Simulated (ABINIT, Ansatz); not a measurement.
# Li3Si (Pm-3m): zone-centre phonons, part 3 of 4

Which modes does Li3Si (Pm-3m) have at the zone centre?

ABINIT 10.8.3; DFT PBEsol, scalar-relativistic, plane waves, PseudoDojo norm-conserving pseudopotentials.

So far. Step 3 (Ground state): The cell stands at -0.33 GPa: the relaxation ran with a smoothed and higher cutoff, and the difference is a stress of the finite basis. Step 4 (Zone-centre response): The acoustic modes at Γ come out as far as 3.5 cm⁻¹ from zero, where they should vanish, a small numerical error. The relaxed cell has a = 3.923 Å (conventional setting).

The structure was built from a prototype and need not be the compound's stable phase.

### 5. Modes with the sum rule

anaddb reads the merged derivatives and imposes the acoustic sum rule.

anaddb.abi

```
ddb_filepath "gamma_DDB"
output_file "anaddb.abo"
outdata_prefix "anaddb"
asr 1
chneut 1
enunit 2
eivec 1
nph1l 1
qph1l 0.0 0.0 0.0 1.0
```

mrgddb.in

```
gamma_DDB
merged
2
dfpt_gammao_DDB
gso_DDB
```

Launch:

```bash
mrgddb < mrgddb.in > mrgddb.log
OMP_NUM_THREADS=1 anaddb anaddb.abi > anaddb.log
```

anaddb.abo, the main output file:

```text
-outvars_anaddb: echo values of input variables ----------------------

 Miscellaneous information :
      enunit         2
       eivec         1
         asr         1
 First list of wavevector (reduced coord.) :
       nph1l         1
       qph1l
                     0.00000000E+00  0.00000000E+00  0.00000000E+00    1.000E+00

================================================================================

 read the DDB information and perform some checks

  ==== Info on the Cryst% object ====
 Real(R)+Recip(G) space primitive vectors, cartesian coordinates (Bohr,Bohr^-1):
 R(1)=  7.4139557  0.0000000  0.0000000  G(1)=  0.1348808  0.0000000  0.0000000
 R(2)=  0.0000000  7.4139557  0.0000000  G(2)=  0.0000000  0.1348808  0.0000000
 R(3)=  0.0000000  0.0000000  7.4139557  G(3)=  0.0000000  0.0000000  0.1348808
 Unit cell volume ucvol=  4.0752096E+02 bohr^3
 Angles (23,13,12)=  9.00000000E+01  9.00000000E+01  9.00000000E+01 degrees
 Time-reversal symmetry is present
 Reduced atomic positions [iatom, xred, symbol]:
    1)    0.0000000  0.0000000  0.0000000  Si
    2)    0.0000000  0.5000000  0.5000000  Li
    3)    0.5000000  0.0000000  0.5000000  Li
    4)    0.5000000  0.5000000  0.0000000  Li

 DDB file with 3 blocks has been read.

================================================================================

 Treat the first list of vectors

  Phonon wavevector (reduced coordinates) :  0.00000  0.00000  0.00000
 Phonon energies in Hartree :
   0.000000E+00  0.000000E+00  0.000000E+00  1.180184E-03  1.180184E-03
   1.180184E-03  1.466679E-03  1.466679E-03  1.466679E-03  1.981767E-03
   1.981767E-03  1.981767E-03
 Phonon energies in meV     :
-  0.000000E+00  0.000000E+00  0.000000E+00  3.211443E+01  3.211443E+01
-  3.211443E+01  3.991038E+01  3.991038E+01  3.991038E+01  5.392662E+01
-  5.392662E+01  5.392662E+01
 Phonon frequencies in cm-1    :
-  0.000000E+00  0.000000E+00  0.000000E+00  2.590204E+02  2.590204E+02
-  2.590204E+02  3.218989E+02  3.218989E+02  3.218989E+02  4.349475E+02
-  4.349475E+02  4.349475E+02
 Phonon frequencies in Thz     :
-  0.000000E+00  0.000000E+00  0.000000E+00  7.765236E+00  7.765236E+00
-  7.765236E+00  9.650286E+00  9.650286E+00  9.650286E+00  1.303940E+01
-  1.303940E+01  1.303940E+01
 Phonon energies in Kelvin  :
-  0.000000E+00  0.000000E+00  0.000000E+00  3.726725E+02  3.726725E+02
-  3.726725E+02  4.631407E+02  4.631407E+02  4.631407E+02  6.257924E+02
-  6.257924E+02  6.257924E+02

 Eigendisplacements
 (will be given, for each mode : in cartesian coordinates
   for each atom the real part of the displacement vector,
   then the imaginary part of the displacement vector - absolute values smaller than 1.0d-7 are set to zero)
  Mode number    1   Energy    0.000000E+00
 Attention : low frequency mode.
   (Could be unstable or acoustic mode)
-  1  0.00000000E+00  0.00000000E+00  3.34909740E-03
-     0.00000000E+00  0.00000000E+00  0.00000000E+00
-  2  0.00000000E+00  0.00000000E+00  3.34909739E-03
-     0.00000000E+00  0.00000000E+00  0.00000000E+00
-  3  0.00000000E+00  0.00000000E+00  3.34909739E-03
-     0.00000000E+00  0.00000000E+00  0.00000000E+00
-  4  0.00000000E+00  0.00000000E+00  3.34909738E-03
-     0.00000000E+00  0.00000000E+00  0.00000000E+00
  Mode number    2   Energy    0.000000E+00
 Attention : low frequency mode.
   (Could be unstable or acoustic mode)
-  1  0.00000000E+00 -3.34909740E-03  0.00000000E+00
-     0.00000000E+00  0.00000000E+00  0.00000000E+00
-  2  0.00000000E+00 -3.34909739E-03  0.00000000E+00
-     0.00000000E+00  0.00000000E+00  0.00000000E+00
-  3  0.00000000E+00 -3.34909738E-03  0.00000000E+00
-     0.00000000E+00  0.00000000E+00  0.00000000E+00
-  4  0.00000000E+00 -3.34909739E-03  0.00000000E+00
-     0.00000000E+00  0.00000000E+00  0.00000000E+00
  Mode number    3   Energy    0.000000E+00
 Attention : low frequency mode.
   (Could be unstable or acoustic mode)
-  1  3.34909740E-03  0.00000000E+00  0.00000000E+00
-     0.00000000E+00  0.00000000E+00  0.00000000E+00
-  2  3.34909738E-03  0.00000000E+00  0.00000000E+00
-     0.00000000E+00  0.00000000E+00  0.00000000E+00
-  3  3.34909739E-03  0.00000000E+00  0.00000000E+00
-     0.00000000E+00  0.00000000E+00  0.00000000E+00
-  4  3.34909739E-03  0.00000000E+00  0.00000000E+00
-     0.00000000E+00  0.00000000E+00  0.00000000E+00
  Mode number    4   Energy    1.180184E-03
-  1  0.00000000E+00  0.00000000E+00 -2.85022832E-03
-     0.00000000E+00  0.00000000E+00  0.00000000E+00
-  2  0.00000000E+00  0.00000000E+00  3.29249053E-03
-     0.00000000E+00  0.00000000E+00  0.00000000E+00
-  3  0.00000000E+00  0.00000000E+00  3.29249053E-03
-     0.00000000E+00  0.00000000E+00  0.00000000E+00
-  4  0.00000000E+00  0.00000000E+00  4.94795192E-03
-     0.00000000E+00  0.00000000E+00  0.00000000E+00
  Mode number    5   Energy    1.180184E-03
-  1  1.74246290E-07  2.85022832E-03  0.00000000E+00
-     0.00000000E+00  0.00000000E+00  0.00000000E+00
-  2 -3.02488843E-07 -3.29249052E-03  0.00000000E+00
-     0.00000000E+00  0.00000000E+00  0.00000000E+00
-  3 -2.01283615E-07 -4.94795191E-03  0.00000000E+00
-     0.00000000E+00  0.00000000E+00  0.00000000E+00
-  4 -2.01283615E-07 -3.29249052E-03  0.00000000E+00
-     0.00000000E+00  0.00000000E+00  0.00000000E+00
  Mode number    6   Energy    1.180184E-03
-  1  2.85022832E-03 -1.74246283E-07  0.00000000E+00
-     0.00000000E+00  0.00000000E+00  0.00000000E+00
-  2 -4.94795191E-03  2.01283607E-07  0.00000000E+00
-     0.00000000E+00  0.00000000E+00  0.00000000E+00
-  3 -3.29249052E-03  3.02488830E-07  0.00000000E+00
-     0.00000000E+00  0.00000000E+00  0.00000000E+00
-  4 -3.29249052E-03  2.01283607E-07  0.00000000E+00
-     0.00000000E+00  0.00000000E+00  0.00000000E+00
  Mode number    7   Energy    1.466679E-03
-  1  0.00000000E+00  0.00000000E+00  0.00000000E+00
-     0.00000000E+00  0.00000000E+00  0.00000000E+00
-  2  0.00000000E+00  5.64987728E-07 -6.28628298E-03
-     0.00000000E+00  0.00000000E+00  0.00000000E+00
-  3  0.00000000E+00  0.00000000E+00  6.28628298E-03
-     0.00000000E+00  0.00000000E+00  0.00000000E+00
-  4  0.00000000E+00 -5.64987728E-07  0.00000000E+00
-     0.00000000E+00  0.00000000E+00  0.00000000E+00
  Mode number    8   Energy    1.466679E-03
-  1  0.00000000E+00  0.00000000E+00  0.00000000E+00
-     0.00000000E+00  0.00000000E+00  0.00000000E+00
-  2  0.00000000E+00  6.28628298E-03  5.64987542E-07
-     0.00000000E+00  0.00000000E+00  0.00000000E+00
-  3  0.00000000E+00  0.00000000E+00 -5.64987542E-07
-     0.00000000E+00  0.00000000E+00  0.00000000E+00
-  4  0.00000000E+00 -6.28628298E-03  0.00000000E+00
-     0.00000000E+00  0.00000000E+00  0.00000000E+00
  Mode number    9   Energy    1.466679E-03
-  1  0.00000000E+00  0.00000000E+00  0.00000000E+00
-     0.00000000E+00  0.00000000E+00  0.00000000E+00
-  2  0.00000000E+00  0.00000000E+00  0.00000000E+00
-     0.00000000E+00  0.00000000E+00  0.00000000E+00
-  3 -6.28628301E-03  0.00000000E+00  0.00000000E+00
-     0.00000000E+00  0.00000000E+00  0.00000000E+00
-  4  6.28628301E-03  0.00000000E+00  0.00000000E+00
-     0.00000000E+00  0.00000000E+00  0.00000000E+00
  Mode number   10   Energy    1.981767E-03
-  1  0.00000000E+00  0.00000000E+00  4.38452801E-04
-     0.00000000E+00  0.00000000E+00  0.00000000E+00
-  2  0.00000000E+00  0.00000000E+00 -4.17856516E-03
-     0.00000000E+00  0.00000000E+00  0.00000000E+00
-  3  0.00000000E+00  0.00000000E+00 -4.17856516E-03
-     0.00000000E+00  0.00000000E+00  0.00000000E+00
-  4  0.00000000E+00  0.00000000E+00  6.58301045E-03
-     0.00000000E+00  0.00000000E+00  0.00000000E+00
  Mode number   11   Energy    1.981767E-03
-  1  0.00000000E+00  4.38452801E-04  0.00000000E+00
-     0.00000000E+00  0.00000000E+00  0.00000000E+00
-  2  1.16046495E-07 -4.17856516E-03  0.00000000E+00
-     0.00000000E+00  0.00000000E+00  0.00000000E+00
-  3  0.00000000E+00  6.58301045E-03  0.00000000E+00
-     0.00000000E+00  0.00000000E+00  0.00000000E+00
-  4  0.00000000E+00 -4.17856516E-03  0.00000000E+00
-     0.00000000E+00  0.00000000E+00  0.00000000E+00
  Mode number   12   Energy    1.981767E-03
-  1  4.38452801E-04  0.00000000E+00  0.00000000E+00
-     0.00000000E+00  0.00000000E+00  0.00000000E+00
-  2  6.58301045E-03  0.00000000E+00  0.00000000E+00
-     0.00000000E+00  0.00000000E+00  0.00000000E+00
-  3 -4.17856516E-03 -1.16046495E-07  0.00000000E+00
-     0.00000000E+00  0.00000000E+00  0.00000000E+00
-  4 -4.17856516E-03  0.00000000E+00  0.00000000E+00
-     0.00000000E+00  0.00000000E+00  0.00000000E+00

 Analysis of degeneracies and characters (maximum tolerance=1.00E-06 a.u.)
 For each vibration mode, or group of modes if degenerate,
 the characters are given for each symmetry operation (see the list in the log file).
 Symmetry characters of vibration mode #   1
       degenerate with vibration modes #   2 to    3
  3.0 -3.0 -1.0  1.0 -1.0  1.0 -1.0  1.0  1.0 -1.0 -1.0  1.0  1.0 -1.0 -1.0  1.0
 -0.0  0.0 -0.0  0.0  0.0 -0.0  0.0 -0.0  1.0 -1.0 -1.0  1.0 -1.0  1.0  1.0 -1.0
 -0.0  0.0  0.0 -0.0  0.0 -0.0 -0.0  0.0  1.0 -1.0  1.0 -1.0 -1.0  1.0 -1.0  1.0
 Symmetry characters of vibration mode #   4
       degenerate with vibration modes #   5 to    6
  3.0 -3.0 -1.0  1.0 -1.0  1.0 -1.0  1.0  1.0 -1.0 -1.0  1.0  1.0 -1.0 -1.0  1.0
 -0.0  0.0 -0.0  0.0  0.0 -0.0  0.0 -0.0  1.0 -1.0 -1.0  1.0 -1.0  1.0  1.0 -1.0
 -0.0  0.0  0.0 -0.0  0.0 -0.0 -0.0  0.0  1.0 -1.0  1.0 -1.0 -1.0  1.0 -1.0  1.0
 Symmetry characters of vibration mode #   7
       degenerate with vibration modes #   8 to    9
  3.0 -3.0 -1.0  1.0 -1.0  1.0 -1.0  1.0 -1.0  1.0  1.0 -1.0 -1.0  1.0  1.0 -1.0
 -0.0  0.0  0.0 -0.0 -0.0  0.0  0.0 -0.0 -1.0  1.0  1.0 -1.0  1.0 -1.0 -1.0  1.0
 -0.0  0.0 -0.0  0.0  0.0 -0.0  0.0 -0.0 -1.0  1.0 -1.0  1.0  1.0 -1.0  1.0 -1.0
 Symmetry characters of vibration mode #  10
       degenerate with vibration modes #  11 to   12
  3.0 -3.0 -1.0  1.0 -1.0  1.0 -1.0  1.0  1.0 -1.0 -1.0  1.0  1.0 -1.0 -1.0  1.0
 -0.0  0.0  0.0 -0.0 -0.0  0.0  0.0 -0.0  1.0 -1.0 -1.0  1.0 -1.0  1.0  1.0 -1.0
 -0.0  0.0 -0.0  0.0  0.0 -0.0  0.0 -0.0  1.0 -1.0  1.0 -1.0 -1.0  1.0 -1.0  1.0
-
```

Elapsed: 0.72 s, on 1 thread of Intel Xeon at 2.70GHz, shared host.

No LO-TO term; unit eigenvectors of the mass-weighted matrix, from anaddb's displacements. The modes at Γ (shares of kinetic energy by element, %):

```csv
mode,frequency (cm⁻¹),symmetry,Si %,Li %
1,0.0,acoustic,57,43
2,0.0,acoustic,57,43
3,0.0,acoustic,57,43
4,259.0,T1u,42,58
5,259.0,T1u,42,58
6,259.0,T1u,42,58
7,321.9,T2u,0,100
8,321.9,T2u,0,100
9,321.9,T2u,0,100
10,434.9,T1u,1,99
11,434.9,T1u,1,99
12,434.9,T1u,1,99
```

Displacements in mode 4 (259.0 cm⁻¹), the largest set to 1:
```
Si1  0.00  0.00 -0.58
Li2  0.00  0.00  0.67
Li3  0.00  0.00  0.67
Li4  0.00  0.00  1.00
```

Displacements in mode 10 (434.9 cm⁻¹), the largest set to 1:
```
Si1  0.00  0.00  0.07
Li2  0.00  0.00 -0.63
Li3  0.00  0.00 -0.63
Li4  0.00  0.00  1.00
```

The rule moves no optical mode by more than 0.1 cm⁻¹.

(Part 3 of 4 ends here.)

[Host names and launcher messages were left out of these logs when they were recorded.]

[Logs are printed without paths, hosts, clocks, repeated set-up lines and the standing remarks that a program may print on its own settings, such as how far it seeks lower states.]

[Hosts, paths, dates, database ids (printed as entryN), source tags and the programs' standing remarks are cut or masked in the printed files.]
